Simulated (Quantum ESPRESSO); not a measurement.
# Zr (Zirconium): from the cell to the phonon bands, part 2 of 3

How does Zr (Zirconium) vibrate, and is this structure a minimum?

Quantum ESPRESSO 7.5; DFT LDA, scalar-relativistic, plane waves, PseudoDojo norm-conserving pseudopotentials.

So far. Step 2 (A probe with smearing): No gap opens on this mesh, so smearing is kept; the start stands at -8.9 GPa. Step 4 (Self-consistent run for the response): The cell stands at 0.043 GPa, close enough for phonons. The relaxed cell has a = 3.482 Å (conventional setting).

This is not the structure that Zr takes at ambient pressure and room temperature (hexagonal, No. 194); it is a model or a phase of other conditions.

## 5. Linear response on the mesh

Linear response treats each wavevector in the unit cell, with no supercell; the 4×4×4 mesh fixes the range of the force constants to be had.

Contents of ph.in:

```
phonons
 &inputph
    prefix='x',
    outdir='./tmp',
    fildyn='x.dyn',
    tr2_ph=1.0d-18,
    alpha_mix(1)=0.4,
    nmix_ph=8,
    ldisp=.true.,
    nq1=4,
    nq2=4,
    nq3=4,
 /
```

Command:

```sh
> OMP_NUM_THREADS=1 mpirun -n 4 ph.x -nk 4 -in ph.in > ph.out
```

Log:

```text
[banners, grids, parts of the stress and lines that vanish by symmetry left out]
[banner, memory and clock lines left out]
Program PHONON v.7.5

     ./tmp/x.save/

     IMPORTANT: XC functional enforced from input :
     Exchange-correlation= PW
                           (   1   4   0   0   0   0   0)
     Any further DFT definition will be discarded
     Please, verify this is what you really want

     G-vector sticks info

     Reading collected, re-writing distributed wavefunctions in ./tmp/

     Dynamical matrices for ( 4, 4, 4)  uniform grid of q-points
     (   8 q-points):
       N         xq(1)         xq(2)         xq(3)
       1   0.000000000   0.000000000   0.000000000
       2   0.000000000  -0.216506351   0.216506351
       3   0.000000000   0.433012702  -0.433012702
       4  -0.216506351   0.649519053  -0.433012702
[...]
Number and degeneracy of irreps per q-point
       N         xq(1)         xq(2)         xq(3)   N irreps
       1   0.000000000   0.000000000   0.000000000       1
        3
       2   0.000000000  -0.216506351   0.216506351       3
     No degeneracy
       3   0.000000000   0.433012702  -0.433012702       3
     No degeneracy
       4  -0.216506351   0.649519053  -0.433012702       3
     No degeneracy
       5   0.000000000   0.000000000   0.433012702       2
        1   2
       6   0.000000000   0.649519053  -0.216506351       3
     No degeneracy
       7   0.433012702  -0.433012702   0.433012702       1
        3
       8   0.000000000   0.000000000  -0.866025404       1
        3

     Calculation of q =    0.0000000   0.0000000   0.0000000

     phonons

     bravais-lattice index     =            0
     lattice parameter (alat)  =       5.6977  a.u.
     unit-cell volume          =     142.3890 (a.u.)^3
     number of atoms/cell      =            1
     number of atomic types    =            1
     kinetic-energy cut-off    =      77.0000  Ry
     charge density cut-off    =     308.0000  Ry
     convergence threshold     =      1.0E-18
     beta                      =       0.4000
     number of iterations used =            8
     Exchange-correlation= PW
                           (   1   4   0   0   0   0   0)

     celldm(1)=    5.69770  celldm(2)=    0.00000  celldm(3)=    0.00000
     celldm(4)=    0.00000  celldm(5)=    0.00000  celldm(6)=    0.00000

     crystal axes: (cart. coord. in units of alat)
               a(1) = (  0.5774  0.5774  0.5774 )
               a(2) = ( -0.5774  0.5774  0.5774 )
               a(3) = ( -0.5774 -0.5774  0.5774 )

     reciprocal axes: (cart. coord. in units 2 pi/alat)
               b(1) = (  0.8660  0.0000  0.8660 )
               b(2) = ( -0.8660  0.8660  0.0000 )
               b(3) = (  0.0000 -0.8660  0.8660 )

     Atoms inside the unit cell:

     Cartesian axes

     site n.  atom      mass           positions (alat units)
        1  Zr     91.2240   tau(    1) = (    0.00000    0.00000    0.00000  )

     Computing dynamical matrix for
                    q = (   0.0000000   0.0000000   0.0000000 )

     49 Sym.Ops. (with q -> -q+G )

     G cutoff =  253.2735  (  12887 G-vectors)     FFT grid: ( 32, 32, 32)

     number of k points=   145  Marzari-Vanderbilt smearing, width (Ry)=  0.0200

     PseudoPot. # 1 for Zr read from file:
     ./pseudo/Zr.upf
     Pseudo is Norm-conserving + core correction, Zval = 12.0

     Mode symmetry, O_h (m-3m)  point group:

     Atomic displacements:
     There are    1 irreducible representations

     Representation     1      3 modes -  To be done

     Alpha used in Ewald sum =   2.8000

     Representation #   1 modes #   1   2   3

     Self-consistent Calculation
      iter #   1   av.it.:   6.6
      thresh= 1.000E-02 alpha_mix =  0.400 |ddv_scf|^2 =  2.042E-06
      iter #   2   av.it.:   9.9
      thresh= 1.429E-04 alpha_mix =  0.400 |ddv_scf|^2 =  2.100E-07
      iter #   3   av.it.:  10.2
      thresh= 4.583E-05 alpha_mix =  0.400 |ddv_scf|^2 =  4.251E-09
      iter #   4   av.it.:  11.2
      thresh= 6.520E-06 alpha_mix =  0.400 |ddv_scf|^2 =  9.536E-12
[...]
End of self-consistent calculation

     Convergence has been achieved

     Number of q in the star =    1
     List of q in the star:
[...]
Diagonalizing the dynamical matrix

     q = (    0.000000000   0.000000000   0.000000000 )

 **************************************************************************
     freq (    1) =      -0.038832 [THz] =      -1.295298 [cm-1]
     freq (    2) =      -0.038832 [THz] =      -1.295298 [cm-1]
     freq (    3) =      -0.038832 [THz] =      -1.295298 [cm-1]
 **************************************************************************

     Mode symmetry, O_h (m-3m)  point group:

     freq (   1-   3) =         -1.3  [cm-1]   --> T_1u G_15  G_4- I

     Calculation of q =    0.0000000  -0.2165064   0.2165064
     [... set-up and bands at k+q left out ...]

     Mode symmetry, C_2v (mm2)  point group:

     Atomic displacements:
     There are    3 irreducible representations

     Representation     1      1 modes -  To be done

     Representation     2      1 modes -  To be done

     Representation     3      1 modes -  To be done

     Message from routine init_vloc:
     Interpolation table for Vloc re-allocated

     Alpha used in Ewald sum =   2.8000

     Representation #   1 mode #   1

     Self-consistent Calculation

[...]
[... iterations left out ...]
[...]
End of self-consistent calculation

     Convergence has been achieved

     Representation #   2 mode #   2

     Self-consistent Calculation

[...]
[... iterations left out ...]
[...]
End of self-consistent calculation

     Convergence has been achieved

     Representation #   3 mode #   3

     Self-consistent Calculation

[...]
[... iterations left out ...]
[...]
End of self-consistent calculation

     Convergence has been achieved

     Number of q in the star =   12
     List of q in the star:
[...]
Diagonalizing the dynamical matrix

     q = (    0.000000000  -0.216506351   0.216506351 )

 **************************************************************************
     freq (    1) =      -0.615264 [THz] =     -20.523010 [cm-1]
     freq (    2) =       1.897753 [THz] =      63.302225 [cm-1]
     freq (    3) =       3.866787 [THz] =     128.982129 [cm-1]
 **************************************************************************

     Mode symmetry, C_2v (mm2)  point group:

     freq (   1-   1) =        -20.5  [cm-1]   --> B_1  D_3  S_3
     freq (   2-   2) =         63.3  [cm-1]   --> B_2  D_4  S_4
     freq (   3-   3) =        129.0  [cm-1]   --> A_1  D_1  S_1

     Calculation of q =    0.0000000   0.4330127  -0.4330127
     [... set-up and bands at k+q left out ...]

     Mode symmetry, D_2h (mmm)  point group:

     Atomic displacements:
     There are    3 irreducible representations

[...]
Alpha used in Ewald sum =   2.8000

     Representation #   1 mode #   1

[...]
[... iterations left out ...]
[...]
Convergence has been achieved

[...]
Convergence has been achieved

[...]
Convergence has been achieved

     Number of q in the star =    6
     List of q in the star:
[...]
Diagonalizing the dynamical matrix

     q = (    0.000000000   0.433012702  -0.433012702 )

[...]
freq (    1) =      -1.731760 [THz] =     -57.765308 [cm-1]
     freq (    2) =       3.169663 [THz] =     105.728564 [cm-1]
     freq (    3) =       3.628341 [THz] =     121.028432 [cm-1]
[...]
Mode symmetry, D_2h (mmm)  point group:

     freq (   1-   1) =        -57.8  [cm-1]   --> B_2u
     freq (   2-   2) =        105.7  [cm-1]   --> B_1u
     freq (   3-   3) =        121.0  [cm-1]   --> B_3u

     Calculation of q =   -0.2165064   0.6495191  -0.4330127
     [... set-up and bands at k+q left out ...]

     Mode symmetry, C_s (m)     point group:

     Atomic displacements:
     There are    3 irreducible representations

[...]
Alpha used in Ewald sum =   2.8000

[...]
Convergence has been achieved

[...]
Convergence has been achieved

[...]
Convergence has been achieved

     Number of q in the star =   24
     List of q in the star:
[...]
Diagonalizing the dynamical matrix

     q = (   -0.216506351   0.649519053  -0.433012702 )

[...]
freq (    1) =       0.739332 [THz] =      24.661463 [cm-1]
     freq (    2) =       2.511814 [THz] =      83.785107 [cm-1]
     freq (    3) =       4.210234 [THz] =     140.438291 [cm-1]
[...]
Mode symmetry, C_s (m)     point group:

     freq (   1-   1) =         24.7  [cm-1]   --> A'
     freq (   2-   2) =         83.8  [cm-1]   --> A''
     freq (   3-   3) =        140.4  [cm-1]   --> A'

     Calculation of q =    0.0000000   0.0000000   0.4330127
     [... set-up and bands at k+q left out ...]

     Mode symmetry, C_4v (4mm)  point group:

     Atomic displacements:
     There are    2 irreducible representations

[...]
Alpha used in Ewald sum =   2.8000

[...]
Convergence has been achieved

     Representation #   2 modes #   2   3

[...]
Convergence has been achieved

     Number of q in the star =    6
     List of q in the star:
[...]
Diagonalizing the dynamical matrix

     q = (    0.000000000   0.000000000   0.433012702 )

[...]
freq (    1) =       3.303281 [THz] =     110.185589 [cm-1]
     freq (    2) =       3.303281 [THz] =     110.185589 [cm-1]
     freq (    3) =       3.457129 [THz] =     115.317397 [cm-1]
[...]
Mode symmetry, C_4v (4mm)  point group:

     freq (   1-   2) =        110.2  [cm-1]   --> E    G_5 D_5
     freq (   3-   3) =        115.3  [cm-1]   --> A_1  G_1 D_1

     Calculation of q =    0.0000000   0.6495191  -0.2165064
     [... set-up and bands at k+q left out ...]

     Mode symmetry, C_2v (mm2)  point group:

     Atomic displacements:
     There are    3 irreducible representations

[...]
Alpha used in Ewald sum =   2.8000

[...]
Convergence has been achieved

     Representation #   2 mode #   2

[...]
Convergence has been achieved

     Representation #   3 mode #   3

[...]
Convergence has been achieved

     Number of q in the star =   12
     List of q in the star:
[...]
Diagonalizing the dynamical matrix

     q = (    0.000000000   0.649519053  -0.216506351 )

[...]
freq (    1) =       3.868861 [THz] =     129.051299 [cm-1]
     freq (    2) =       4.340707 [THz] =     144.790411 [cm-1]
     freq (    3) =       4.626731 [THz] =     154.331119 [cm-1]
[...]
Mode symmetry, C_2v (mm2)  point group:

     freq (   1-   1) =        129.1  [cm-1]   --> A_1  D_1  S_1
     freq (   2-   2) =        144.8  [cm-1]   --> B_1  D_3  S_3
     freq (   3-   3) =        154.3  [cm-1]   --> B_2  D_4  S_4

     Calculation of q =    0.4330127  -0.4330127   0.4330127
     [... set-up and bands at k+q left out ...]

     Mode symmetry, T_d (-43m)  point group:

     Atomic displacements:
     There are    1 irreducible representations

     Representation     1      3 modes -  To be done

     Alpha used in Ewald sum =   2.8000

     Representation #   1 modes #   1   2   3

     Self-consistent Calculation

[...]
[... iterations left out ...]
[...]
End of self-consistent calculation

     Convergence has been achieved

     Number of q in the star =    2
     List of q in the star:
[...]
2   0.433012702  -0.433012702  -0.433012702

     Diagonalizing the dynamical matrix

     q = (    0.433012702  -0.433012702   0.433012702 )

[...]
freq (    1) =       2.107980 [THz] =      70.314658 [cm-1]
     freq (    2) =       2.107980 [THz] =      70.314658 [cm-1]
     freq (    3) =       2.107980 [THz] =      70.314658 [cm-1]
[...]
Mode symmetry, T_d (-43m)  point group:

     freq (   1-   3) =         70.3  [cm-1]   --> T_2  G_15 P_4

     Calculation of q =    0.0000000   0.0000000  -0.8660254
     [... set-up and bands at k+q left out ...]

     Mode symmetry, O_h (m-3m)  point group:

     Atomic displacements:
     There are    1 irreducible representations

     Representation     1      3 modes -  To be done

     Alpha used in Ewald sum =   2.8000

     Representation #   1 modes #   1   2   3

     Self-consistent Calculation

      iter #   1   av.it.:   7.2
      thresh= 1.000E-02 alpha_mix =  0.400 |ddv_scf|^2 =  1.354E-05

      [... iterations left out ...]
      iter #   9   av.it.:  11.4
      thresh= 1.228E-10 alpha_mix =  0.400 |ddv_scf|^2 =  1.047E-19

     End of self-consistent calculation

     Convergence has been achieved

     Number of q in the star =    1
     List of q in the star:
          1   0.000000000   0.000000000  -0.866025404

     Diagonalizing the dynamical matrix

     q = (    0.000000000   0.000000000  -0.866025404 )

 **************************************************************************
     freq (    1) =       5.461990 [THz] =     182.192391 [cm-1]
     freq (    2) =       5.461990 [THz] =     182.192391 [cm-1]
     freq (    3) =       5.461990 [THz] =     182.192391 [cm-1]
 **************************************************************************

     Mode symmetry, O_h (m-3m)  point group:

     freq (   1-   3) =        182.2  [cm-1]   --> T_1u G_15  G_4-


[key lines of the parts left out:]
the Fermi energy is    15.2078 ev
```

Run time: 37 min. Hardware: 4 MPI ranks of Arm Neoverse V1, shared host.

This step gave:

| Property | Result |
| --- | --- |
| largest acoustic frequency at the zone centre before the sum rule | -1.3 cm⁻¹ |
| lowest mode on the q mesh (acoustic ones at the zone centre apart) | -57.77 cm⁻¹ |

Frequencies (cm⁻¹) at each irreducible wavevector; negative means imaginary. Frequencies by wavevector:

| q (fractions) | star | mode 1 | mode 2 | mode 3 |
| --- | --- | --- | --- | --- |
| 0 0 0 | 1 | -1.3 | -1.3 | -1.3 |
| 0 0 0.25 | 12 | -20.52 | 63.3 | 129 |
| 0 0 -0.5 | 6 | -57.77 | 105.7 | 121 |
| 0 0.25 -0.5 | 24 | 24.66 | 83.79 | 140.4 |
| 0.25 0.25 0.25 | 6 | 110.2 | 110.2 | 115.3 |
| 0.25 0.25 -0.5 | 12 | 129.1 | 144.8 | 154.3 |
| 0.25 -0.25 0.25 | 2 | 70.31 | 70.31 | 70.31 |
| -0.5 -0.5 -0.5 | 1 | 182.2 | 182.2 | 182.2 |

The acoustic modes at Γ come out as far as 1.3 cm⁻¹ from zero, where they should vanish, a small numerical error.

## 6. Fourier transform to real space

The dynamical matrices of the mesh are Fourier-transformed to force constants in real space.

Contents of q2r.in:

```
 &input
    fildyn='x.dyn',
    zasr='simple',
    flfrc='x.fc',
 /
```

Command:

```sh
> q2r.x < q2r.in > q2r.out
```

Log:

```text
[banners, grids, parts of the stress and lines that vanish by symmetry left out]
[banner, memory and clock lines left out]
Program Q2R v.7.5

  reading grid info from file x.dyn0

  reading force constants from file x.dyn1
  Dielectric Tensor not found
  nqs=            1
 q=   0.00000000  0.00000000  0.00000000
  reading force constants from file x.dyn2
  nqs=           12
 q=   0.00000000 -0.21650635  0.21650635
[...]
reading force constants from file x.dyn7
  nqs=            2
[...]
q=   0.43301270 -0.43301270 -0.43301270
  reading force constants from file x.dyn8
  nqs=            1
 q=   0.00000000  0.00000000 -0.86602540

      q-space grid ok, #points =   64

      fft-check success (sum of imaginary terms < 10^-12)
```

The job ended after 0.45 s (1 thread).

## 7. Interpolated phonon bands

From the force constants any wavevector is cheap; points of the mesh come back as solved, but for the sum rule and, in polar crystals, the LO-TO term at Γ; the rest is interpolation.

Contents of matdyn.in:

```
 &input
    asr='simple',
    flfrc='x.fc',
    flfrq='x.freq',
    flvec='x.modes',
    q_in_band_form=.true.,
    q_in_cryst_coord=.true.,
 /
8
  0.0000000   0.0000000   0.0000000  12  ! GAMMA
  0.5000000   0.5000000  -0.5000000  12  ! H
  0.5000000  -0.0000000  -0.5000000  12  ! N
  0.0000000   0.0000000   0.0000000  12  ! GAMMA
  0.7500000   0.2500000  -0.2500000  12  ! P
  0.5000000   0.5000000  -0.5000000   1  ! H
  0.7500000   0.2500000  -0.2500000  12  ! P
  0.5000000  -0.0000000  -0.5000000   1  ! N
```

Command:

```sh
> matdyn.x -in matdyn.in > matdyn.out
```

Log:

```text
[banner, memory and clock lines left out]
Program MATDYN v.7.5

 mass for atomic type   1 not given; uses mass from file x.fc
     Message from routine matdyn:
     Z* not found in file x.fc, TO-LO splitting at q=0 will be absent!
     Message from routine matdyn:
     Z* not found in file x.fc, TO-LO splitting at q=0 will be absent!

Note: The following floating-point exceptions are signalling: IEEE_UNDERFLOW_FLAG
```

It took 0.46 s on 1 thread.

Read from the output:

```yaml
lowest_frequency_on_the_path: -57.75 cm⁻¹
```

[end of part 2 of 3]

[Host names and launcher messages were left out of these logs when they were recorded.]

[Logs are printed without paths, hosts, clocks, repeated set-up lines and the standing remarks that a program may print on its own settings, such as how far it seeks lower states.]

[Hosts, paths, dates, database ids (printed as entryN), source tags and the programs' standing remarks are cut or masked in the printed files.]
